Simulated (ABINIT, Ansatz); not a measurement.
# MgTlBr3 (Pm-3m): Raman and infrared activity, part 4 of 4

Wanted: vibrational spectra of MgTlBr3 (Pm-3m) from linear and non-linear response.

ABINIT 10.8.3; DFT LDA, scalar-relativistic, plane waves, HGH norm-conserving pseudopotentials.

So far, highest optical zone-centre mode (no LO-TO term) (cm⁻¹): step 6 (zone-centre analysis) 243; step 7 (ASR 0, chneut 0) 243.

The structure was built from a prototype and need not be the compound's stable phase.

### Step 8. A second program

The same cell goes through another code, with its own cutoff. The potentials differ. Its k mesh is centred on Γ.

This step: DFT LDA, scalar-relativistic, plane waves, PseudoDojo norm-conserving pseudopotentials (Ansatz 0.2.0).

Input file input.yaml:

```yaml
crystal:
  lattice:
    - [5.1311506501, 0.0, 0.0]
    - [0.0, 5.1311506501, 0.0]
    - [0.0, 0.0, 5.1311506501]
  atoms:
    - { symbol: Tl, position: [0.0, 0.0, 0.0] }
    - { symbol: Mg, position: [0.5, 0.5, 0.5] }
    - { symbol: Br, position: [0.5, 0.5, 0.0] }
    - { symbol: Br, position: [0.5, 0.0, 0.5] }
    - { symbol: Br, position: [0.0, 0.5, 0.5] }
kpoints:
  mp_grid: { grid: [4, 4, 4] }
hamiltonian:
  xc: lda
  pseudopotentials: { kind: nc, accuracy: standard }
scf:
  occupations: { method: fixed }
output:
  eigenvalues: true
phonons:
  method: dfpt
  dielectric: true
  rigid_motions: translations
  raman: true
```

Run with:

```bash
$ ansatz run input.yaml --threads 4 --pin off --max-ram 8192MiB --backend cpu --events-out ev --progress --plain --runs-dir out
```

The log of the run:

```text
Engine: ansatz 0.2.0, x86_64-unknown-linux-gnu
Pseudopotentials: kind: nc
Pseudopotential: Tl, nc, valence charge 13, recommended cutoff 843.552974 eV (normal), Tl.nc.azcp (PseudoDojo's, or run here from an input of PseudoDojo's; its table is named by hamiltonian.pseudopotentials.accuracy)
Pseudopotential: Mg, nc, valence charge 10, recommended cutoff 1142.878222 eV (normal), Mg.nc.azcp (PseudoDojo's, or run here from an input of PseudoDojo's; its table is named by hamiltonian.pseudopotentials.accuracy)
Pseudopotential: Br, nc, valence charge 7, recommended cutoff 598.650497 eV (normal), Br.nc.azcp (PseudoDojo's, or run here from an input of PseudoDojo's; its table is named by hamiltonian.pseudopotentials.accuracy)
Functional definition: SPW92
  exchange = slater_x
  correlation = pw_c
Crystal: 5 atoms, lattice volume = 135.097 Å³
Basis set: ecut = 1142.878222 eV, 11837 PW (Γ), exchange–correlation on 120×120×120 points (8 copies of the dense FFT grid, shifted against one another)
Bands: 27, of which v1, the nominal top of the filled ones, is band 22 counted from 1 (21 counted from 0)
Symmetry: 48 space group operations
k-points: 30 of 64 (irreducible under 2 space group operations, time reversal used)
Non-local potential: Tl, projectors of the file, l = 0: 2, l = 1: 2, l = 2: 2
Non-local potential: Mg, projectors of the file, l = 0: 2, l = 1: 2
Non-local potential: Br, projectors of the file, l = 0: 2, l = 1: 2, l = 2: 2
Initial density: superposition of atomic densities (chi_scale 0.1, normalization cell, long waves kept (reshape's long-wave potential 0.02 eV rms))
Initial wavefunctions: pseudopotential atomic-orbital guess
Functional: x = slater, c = lda
SCF iter   1: F=—  HF=-4559.290614 eV  |F-HF|=—  |Δ(HF+E_count)|=         —  Δρ=3.94e-2  dr2=2.21e0  ethr=3.10e-3  ⟨swp⟩=5.2  Hψ=3153  notcnv=0  defer=74
preconditioner: auto → Resta (q_TF=auto, 2.263 Å⁻¹)  ε∞=3.7  [insulator: Δε(μ)=2.144 eV  Ē_g=11.626 eV  n_scr=26 (ndim 8)  ℏωp=19.2 eV  f_vac=0.000  ε∞_Penn≈3.7]
SCF iter   2: F=—  HF=-4558.437316 eV  |F-HF|=—  |Δ(HF+E_count)|=   8.53e-1  Δρ=1.53e-2  dr2=3.93e-1  ethr=3.10e-3  ⟨swp⟩=3.0  Hψ=1656  notcnv=0  defer=77
SCF iter   3: F=—  HF=-4558.263463 eV  |F-HF|=—  |Δ(HF+E_count)|=   1.74e-1  Δρ=4.44e-3  dr2=1.67e-2  ethr=8.93e-4  ⟨swp⟩=3.0  Hψ=2170  notcnv=0  defer=74
SCF iter   4: F=—  HF=-4558.257436 eV  |F-HF|=—  |Δ(HF+E_count)|=   6.03e-3  Δρ=1.17e-3  dr2=6.26e-4  ethr=3.80e-5  ⟨swp⟩=3.3  Hψ=1351  notcnv=0  defer=78
SCF iter   5: F=—  HF=-4558.257206 eV  |F-HF|=—  |Δ(HF+E_count)|=   2.30e-4  Δρ=2.04e-4  dr2=3.21e-5  ethr=1.42e-6  ⟨swp⟩=2.1  Hψ=1394  notcnv=0  defer=78
SCF iter   6: F=—  HF=-4558.257207 eV  |F-HF|=—  |Δ(HF+E_count)|=   6.70e-7  Δρ=6.14e-5  dr2=2.33e-6  ethr=7.29e-8  ⟨swp⟩=2.0  Hψ=1392  notcnv=0  defer=69
SCF iter   7: F=—  HF=-4558.257106 eV  |F-HF|=—  |Δ(HF+E_count)|=   1.01e-4  Δρ=6.93e-6  dr2=4.76e-8  ethr=5.29e-9  ⟨swp⟩=2.1  Hψ=1304  notcnv=0  defer=40
SCF iter   8: F=—  HF=-4558.257106 eV  |F-HF|=—  |Δ(HF+E_count)|=   1.12e-8  Δρ=1.83e-6  dr2=2.47e-9  ethr=1.08e-10  ⟨swp⟩=2.1  Hψ=1207  notcnv=0  defer=40
SCF iter   9: F=—  HF=-4558.257106 eV  |F-HF|=—  |Δ(HF+E_count)|=  2.66e-10  Δρ=2.56e-7  dr2=1.03e-10  ethr=5.60e-12  ⟨swp⟩=2.4  Hψ=1420  notcnv=0  defer=40
SCF iter  10: F=-4558.257106 eV  HF=-4558.257106 eV  |F-HF|=9.09e-13  |Δ(HF+E_count)|=  1.82e-12  Δρ=5.40e-8  dr2=3.22e-12  ethr=1.00e-12  ⟨swp⟩=16.8  Hψ=6464  notcnv=0
SCF 1 converged in 10 iterations: F = -4558.257106 eV  dr2 = 3.22e-12
DFPT response loops at Γ: preconditioner auto → none (the input reference at scf.mixing.eps_inf says where Resta's filter doesn't serve); β = 0.50; Broyden in place of MSR1
── the response to a field inside a basis, on 8×8×8 k-points: an SCF that follows is theirs, and a resumed run solves both again ──
Bands: 23, of which v1, the nominal top of the filled ones, is band 22 counted from 1 (21 counted from 0)
k-points: 20 of 512
Initial density: handed on by an earlier stage of this run
Initial wavefunctions: pseudopotential atomic-orbital guess (no wavefunctions were taken with the density)
Eigensolver: Dense (20 Hₖ)
SCF iter   1: F=—  HF=-4558.242628 eV  |F-HF|=—  |Δ(HF+E_count)|=         —  Δρ=1.67e-4  dr2=5.37e-6  ethr=1.00e-1
preconditioner: auto → Resta (q_TF=auto, 2.263 Å⁻¹)  ε∞=4.7  [insulator: Δε(μ)=3.189 eV  Ē_g=9.945 eV  n_scr=26 (ndim 8)  ℏωp=19.2 eV  f_vac=0.005  ε∞_Penn≈4.7]
SCF iter   2: F=—  HF=-4558.242630 eV  |F-HF|=—  |Δ(HF+E_count)|=   1.81e-6  Δρ=8.26e-5  dr2=1.20e-6  ethr=1.22e-8
SCF iter   3: F=—  HF=-4558.242631 eV  |F-HF|=—  |Δ(HF+E_count)|=   9.42e-7  Δρ=6.92e-6  dr2=2.43e-8  ethr=2.74e-9
SCF iter   4: F=—  HF=-4558.242631 eV  |F-HF|=—  |Δ(HF+E_count)|=   1.14e-8  Δρ=1.02e-6  dr2=1.26e-9  ethr=5.52e-11
SCF iter   5: F=-4558.242631 eV  HF=-4558.242631 eV  |F-HF|=4.55e-12  |Δ(HF+E_count)|=  1.96e-10  Δρ=1.12e-7  dr2=2.50e-11  ethr=2.87e-12
SCF 1 converged in 5 iterations: F = -4558.242631 eV  dr2 = 2.50e-11
DFPT response loops at Γ: mixed as the last ones told, above
DFPT response loops at Γ: mixed as the last ones told, above
WARN: field response: ε∞ stands inside a basis, on 8×8×8 points; the force constants stand on the 4×4×4 k-mesh, whose period is 12.26 times the interband length at k = (0.0000, 0.0000, -0.5000), direct gap 3.667 eV, under 14: take them and everything formed from them as unconverged, and compare with a denser kpoints.mp_grid
SCF converged after 10 iterations
Free energy (F): -4558.257106 eV
Harris-Foulkes:  -4558.257106 eV  (|F-HF|=9.09e-13)
Internal energy: -4558.257106 eV  (E = F + TS)
E sigma→0 (E₀):  -4558.257106 eV
Fermi energy:    4.285313 eV
--- Per-component energies (eV) ---
  E_band       = -428.492987
  E_kinetic    = 2135.362317
  E_local      = -3408.054683  (includes V_loc(G=0)·N_el)
  E_nonlocal   = -593.147045
  E_hartree    = 1148.345665
  E_xc         = -1148.901839
  E_vxc        = -859.344850  (∫ρ·V_xc dr)
  E_ewald      = -2691.861522
  E_smearing   = -0.000000  (= −TS)
  E_closure    = 0.000000  (closes the sum)
  Σ components = -4558.257106   (vs F -4558.257106, Δ=0.00e0)
--- Band table (eV; the first three rows and the last of 30) ---
  k-point 0: bands = [... 18 lower, 3.3035, 3.5542, 3.5542, 3.5542, 7.1989, 10.0559, 10.0559, 10.0559, ... 1 higher]
  k-point 1: bands = [... 18 lower, 3.1818, 3.4000, 3.5239, 3.5239, 8.2494, 8.4040, 9.4566, 9.4566, ... 1 higher]
  k-point 2: bands = [... 18 lower, 3.0687, 3.5830, 3.5830, 3.6361, 7.3032, 9.0719, 9.0719, 9.6529, ... 1 higher]
  k-point 29: bands = [... 18 lower, 3.0706, 4.2795, 4.2795, 4.2795, 9.9821, 9.9821, 9.9821, 10.1307, ... 1 higher]
--- Phonons (Γ-DFPT): 4 representative perturbations + reference, on 30 of 64 k-points (Σ response iterations 14) ---
  k mesh reduced under 2 symmetry operations, with k and −k counted as one. Each operation leaves every solved perturbation unchanged. A smaller set is not considered because the run solves the response to a homogeneous field
  ASR residual: 7.801e-5 → 0.000e0 eV/Å²; symmetrization residual: 4.281e-5 eV/Å²
  ASR residual per site (eV/Å²): 6.75e-5 1.15e-5 7.80e-5 7.80e-5 7.80e-5
  Γ frequencies (cm⁻¹): -25.56 -25.56 -25.56 0.00 0.00 0.00 43.49 43.49 43.49 77.55 77.55 77.55 260.37 260.37 260.37
  ε∞ (high-frequency dielectric tensor):
        4.610622    -0.000000     0.000000
       -0.000000     4.610622     0.000000
        0.000000     0.000000     4.610622
  softest optical mode at Γ: -25.56 cm⁻¹; the repairs (sum rule, projections) moved no ω² at Γ by more than (2.73 cm⁻¹)²
  Born effective charges Z* (e; rows j = field, columns β = displacement):
    site 0:
         2.04344    0.00000    0.00000
         0.00000    2.04344    0.00000
        -0.00000    0.00000    2.04344
    site 1:
         2.36668    0.00000   -0.00000
        -0.00000    2.36668    0.00000
         0.00000    0.00000    2.36668
    site 2:
        -1.20960    0.00000   -0.00000
        -0.00000   -1.20960   -0.00000
        -0.00000    0.00000   -1.99093
    site 3:
        -1.20960    0.00000   -0.00000
         0.00000   -1.99093    0.00000
        -0.00000    0.00000   -1.20960
    site 4:
        -1.99093   -0.00000    0.00000
        -0.00000   -1.20960    0.00000
        -0.00000    0.00000   -1.20960
  Z* charge neutrality: 1.335e-3 e pre-enforcement
  solved inside a basis spanned on kpoints, on 8×8×8 k-points: ε∞ is read to err by 1.3e-2, Z* by 1.5e-2 e (field_mesh: kpoints solves on kpoints); Z* is corrected for what the basis lacks
  Raman tensors (in the event stream and the table raman_tensors.tsv): an entry may err by 6.1e-3 Å², one of the second-order susceptibility by 1.2e-19 pm/V (basis, points and sum rule); their sum over the sites missed zero by 2.651e-20 Å² ahead of its enforcement
  optical modes at Γ without the LO–TO term, one row a degenerate level:
      ω (cm⁻¹)  modes    IR ((D/Å)²/amu)  static Raman (Å⁴/amu)  depolarisation
        -25.56      3             3.5072                 0.0000               —
         43.49      3             0.0000                 0.0000               —
         77.55      3             2.9236                 0.0000               —
        260.37      3            16.9017                 0.0000               —
  optical modes at Γ + LO–TO along q̂ = [1.0000, 0.0000, 0.0000]:
      ω (cm⁻¹)  modes    IR ((D/Å)²/amu)  static Raman (Å⁴/amu)  depolarisation
        -25.56      2             2.3381                 0.0000               —
         36.65      1             0.2515                 0.0000               —
         43.49      3             0.0000                 0.0000               —
         77.55      2             1.9490                 0.0000               —
         97.80      1             0.9464                 0.0000               —
        260.37      2            11.2678                 0.0000               —
        298.12      1             6.5796                 0.0000               —
  optical modes at Γ + LO–TO along q̂ = [0.0000, 1.0000, 0.0000]:
      ω (cm⁻¹)  modes    IR ((D/Å)²/amu)  static Raman (Å⁴/amu)  depolarisation
        -25.56      2             2.3381                 0.0000               —
         36.65      1             0.2515                 0.0000               —
         43.49      3             0.0000                 0.0000               —
         77.55      2             1.9490                 0.0000               —
         97.80      1             0.9464                 0.0000               —
        260.37      2            11.2678                 0.0000               —
        298.12      1             6.5796                 0.0000               —
  optical modes at Γ + LO–TO along q̂ = [0.0000, 0.0000, 1.0000]:
      ω (cm⁻¹)  modes    IR ((D/Å)²/amu)  static Raman (Å⁴/amu)  depolarisation
        -25.56      2             2.3381                 0.0000               —
         36.65      1             0.2515                 0.0000               —
         43.49      3             0.0000                 0.0000               —
         77.55      2             1.9490                 0.0000               —
         97.80      1             0.9464                 0.0000               —
        260.37      2            11.2678                 0.0000               —
        298.12      1             6.5796                 0.0000               —
```

Run time: 4.9 min. Hardware: 4 threads of Intel Xeon 6975P-C (Granite Rapids), shared host; peak memory 2.3 GiB.

Read from the output:

| Quantity | Value |
| --- | --- |
| gap on the k-mesh | 2.914 eV |
| sum-rule residual before enforcement | 7.80e-5 eV/Å² |
| miss of the charge sum rule | 0.001335 e |
| estimated error of the dielectric tensor | 0.01259 |
| estimated error of the Born charges | 0.01453 e |
| highest optical zone-centre mode (no LO-TO term) | 260.4 cm⁻¹ |
| lowest optical zone-centre mode | -25.56 cm⁻¹ |
| mean high-frequency dielectric constant | 4.611 |
| highest mode moved by the LO-TO term | 298.1 cm⁻¹ |

Transverse modes; imaginary modes left out. Infrared lines, with heights relative to the strongest:

```
position (cm⁻¹)  label  IR intensity ((D/Å)²/amu), degenerate modes summed, relative
             44    T2u                                                           0.0
             78    T1u                                                            17
            260    T1u                                                           100
```

The log warns that the force constants on this k mesh are to be taken as unconverged.

### Step 9. Side by side: ABINIT HGH and Ansatz, PseudoDojo

Worked out from the results:

| Quantity | Value |
| --- | --- |
| root-mean-square difference | 9.54 cm⁻¹ |
| largest difference | 17.2 cm⁻¹ |

Optical modes, paired by symmetry label. Frequencies side by side, by row:

```
q (reciprocal lattice)  mode  ABINIT HGH (cm⁻¹)  Ansatz, PseudoDojo (cm⁻¹)
                 0 0 0     1              -33.6                      -25.6
                 0 0 0     2              -33.6                      -25.6
                 0 0 0     3              -33.6                      -25.6
                 0 0 0     7               41.5                       43.5
                 0 0 0     8               41.5                       43.5
                 0 0 0     9               41.5                       43.5
                 0 0 0    10               77.2                       77.5
                 0 0 0    11               77.2                       77.5
                 0 0 0    12               77.2                       77.5
                 0 0 0    13              243.2                      260.4
                 0 0 0    14              243.2                      260.4
                 0 0 0    15              243.2                      260.4
```

The two runs side by side. Further quantities:

```
                                                                               quantity  ABINIT HGH  Ansatz, PseudoDojo
                                                                                mean ε∞       4.615               4.611
largest Born charge in size (e; the first before, the second after the charge sum rule)       2.367               2.367
                                                         summed Raman activity (Å⁴/amu)           0                   0
```

At the zone centre the largest difference (acoustic modes at Γ apart) is 7 % of the highest mode.

### Step 10. Results

```
space group after relaxation                                           : Pm-3m
volume per atom                                                        : 27.0 Å³
highest optical zone-centre mode (no LO-TO term)                       : 243.2 cm⁻¹
lowest optical zone-centre mode                                        : -33.6 cm⁻¹
highest mode moved by the LO-TO term                                   : 283.3 cm⁻¹
mean high-frequency dielectric constant                                : 4.61
largest Born charge in size (third of the trace)                       : 2.37 e
imaginary optical modes at the zone centre (no q mesh in this session) : yes
largest difference from Ansatz, PseudoDojo                             : 17.2 cm⁻¹
```

What this shows: No mode is Raman active in this structure. At the LDA level the optical modes of MgTlBr3 (Pm-3m) at the zone centre (no LO-TO term) run from 34i to 243 cm⁻¹, so the structure is a saddle point, with 3 modes beyond 10i cm⁻¹ there. Along the directions run, the highest mode that the macroscopic field moves lies at 283 cm⁻¹. ABINIT HGH and Ansatz, PseudoDojo differ by 9.5 cm⁻¹ in the root mean square and by 17.2 cm⁻¹ at most, 7.1 % of the highest mode compared (acoustic modes at Γ left out); the two use different potentials, and the cell was not relaxed for the second set. These are harmonic frequencies at zero temperature: anharmonic shifts and linewidths and thermal expansion are left out. Spin-orbit coupling is left out, which can matter for the heavy elements here. The HGH files keep few electrons and have no core correction, which is cheap but rough for Mg and Tl. Ansatz's log warns that force constants on this k mesh are to be taken as unconverged. The structure is a hypothetical one, built on a prototype.

[Host names and launcher messages were left out of these logs when they were recorded.]

[Logs are printed without paths, hosts, clocks, repeated set-up lines and the standing remarks that a program may print on its own settings, such as how far it seeks lower states.]

[Hosts, paths, dates, database ids (printed as entryN), source tags and the programs' standing remarks are cut or masked in the printed files.]
